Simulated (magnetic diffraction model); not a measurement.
# Which magnetic order? CsNd₃Cu₂Te₄W₂

Space group C2/m (no. 12), a = 18.0610 Å, b = 4.1970 Å, c = 10.4090 Å, β = 112.77°.

| site | atom | x | y | z |
| --- | --- | --- | --- | --- |
| 4i | W | 0.9290 | 1/2 | 0.2895 |
| 2c | Nd | 0 | 0 | 1/2 |
| 4i | Nd | 0.7133 | 0 | 0.6367 |
| 2a | Cs | 0 | 0 | 0 |
| 4i | Te | 0.7964 | 1/2 | 0.8477 |
| 4i | Te | 0.8591 | 0 | 0.5795 |
| 4i | Cu | 0.7216 | 0 | 0.9194 |

This is a made-up structure (elements placed in a structure type, unrelaxed), so the numbers test the method and describe no known phase.

Only Nd is taken to order (form factors of Nd3+); orders and moment sizes are assumed, and not adapted to the symmetry. Radiation: neutrons of λ = 2.52 Å, 5° to 50°; isotropic B of 0.15 Å² (W), 0.15 Å² (Nd), 0.22 Å² (Cs), 0.23 Å² (Te) and 0.27 Å² (Cu). Simulated constant-wavelength pattern: nuclear and magnetic terms add, the magnetic one as |2.695 fm × Σ f S⊥ exp(2πi Q·r) exp(−B s²)|², summed over all Q at one angle with the factor 1/(sin²θ cos θ). For collinear order S is the moment m, which repeats by lattice and centring translations R with the sign exp(−2πi k·R). Free-ion form factors, Sears's scattering lengths of 1992, no absorption; a label names one of the reflections at its angle. The strongest nuclear line in the range is 100, and lines under 0.2 are left out.

Above the ordering temperature:

```csv
2θ (°),index,I
15.09,(0 0 1),6.7
17.41,(2 0 0),100.0
18.11,(2 0 -1),50.0
27.25,(2 0 1),4.0
28.62,(2 0 -2),3.5
30.44,(0 0 2),12.7
32.45,(4 0 -1),4.9
35.23,(4 0 0),39.2
36.07,(1 1 0),0.5
36.68,(4 0 -2),2.8
37.89,(1 1 -1),9.1
40.67,(1 1 1),63.6
42.59,(2 0 -3),3.0
43.25,(3 1 -1),18.9
43.88,(4 0 1),16.1
44.22,(3 1 0),57.4
45.48,(1 1 -2),0.7
46.28,(4 0 -3),10.9
46.39,(0 0 3),1.3
47.85,(3 1 -2),4.0
49.79,(6 0 -1),22.7
```

Below it (cell unchanged):

```tsv
2θ (°)	I
15.09	62.2
17.41	103.4
18.11	61.9
27.25	9.4
28.62	15.3
30.44	33.1
32.45	4.9
35.23	40.9
36.07	27.4
36.68	3.9
37.89	18.6
40.67	79.8
40.99	9.1
42.59	4.9
43.25	21.7
43.88	17.0
44.22	66.6
45.48	6.3
46.28	12.2
46.39	5.2
47.85	12.0
49.79	22.8
```

**Question.** Find the propagation vector, then choose among these models:
A. collinear moments along [100], 2.8 μB on Nd; signs + at (0, 0, 1/2), + at (0.7133, 0, 0.6367), − at (0.7867, 1/2, 0.3633)
B. collinear moments along [111], 2.8 μB on Nd; signs + at (0, 0, 1/2), − at (0.7133, 0, 0.6367), − at (0.7867, 1/2, 0.3633)
C. collinear moments along [111], 2.8 μB on Nd; signs + at (0, 0, 1/2), + at (0.7133, 0, 0.6367), − at (0.7867, 1/2, 0.3633)
D. collinear moments along [100], 2.8 μB on Nd; signs + at (0, 0, 1/2), − at (0.7133, 0, 0.6367), − at (0.7867, 1/2, 0.3633)

No line moves, and magnetic intensity falls on nuclear lines such as the one at 15.09°, so the magnetic cell equals the chemical primitive cell: k = 0.

Magnetic intensity, observed (below minus above) and for each model:

| 2θ (°) | index | observed | A | B | C | D |
| --- | --- | --- | --- | --- | --- | --- |
| 15.09 | (0 0 1) | 55.6 | 55.6 | 1.1 | 38.9 | 1.6 |
| 18.11 | (2 0 -1) | 11.9 | 11.9 | 20.8 | 44.1 | 5.6 |
| 27.25 | (2 0 1) | 5.4 | 5.4 | 6.7 | 1.3 | 27.2 |
| 28.62 | (2 0 -2) | 11.8 | 11.8 | 0.1 | 17.4 | 0.1 |
| 36.68 | (4 0 -2) | 1.2 | 1.2 | 17.2 | 4.4 | 4.6 |
| 37.89 | (1 1 -1) | 9.5 | 9.5 | 39.3 | 9.5 | 39.4 |
| 40.67 | (1 1 1) | 16.2 | 16.2 | 0.1 | 13.3 | 0.1 |
| 45.48 | (1 1 -2) | 5.6 | 5.6 | 28.5 | 5.4 | 29.6 |

Model A matches.

The structure used: k = (0 0 0), collinear moments along [100], 2.8 μB on Nd; signs + at (0, 0, 1/2), + at (0.7133, 0, 0.6367), − at (0.7867, 1/2, 0.3633).

[Logs are printed without paths, hosts, clocks, repeated set-up lines and the standing remarks that a program may print on its own settings, such as how far it seeks lower states.]
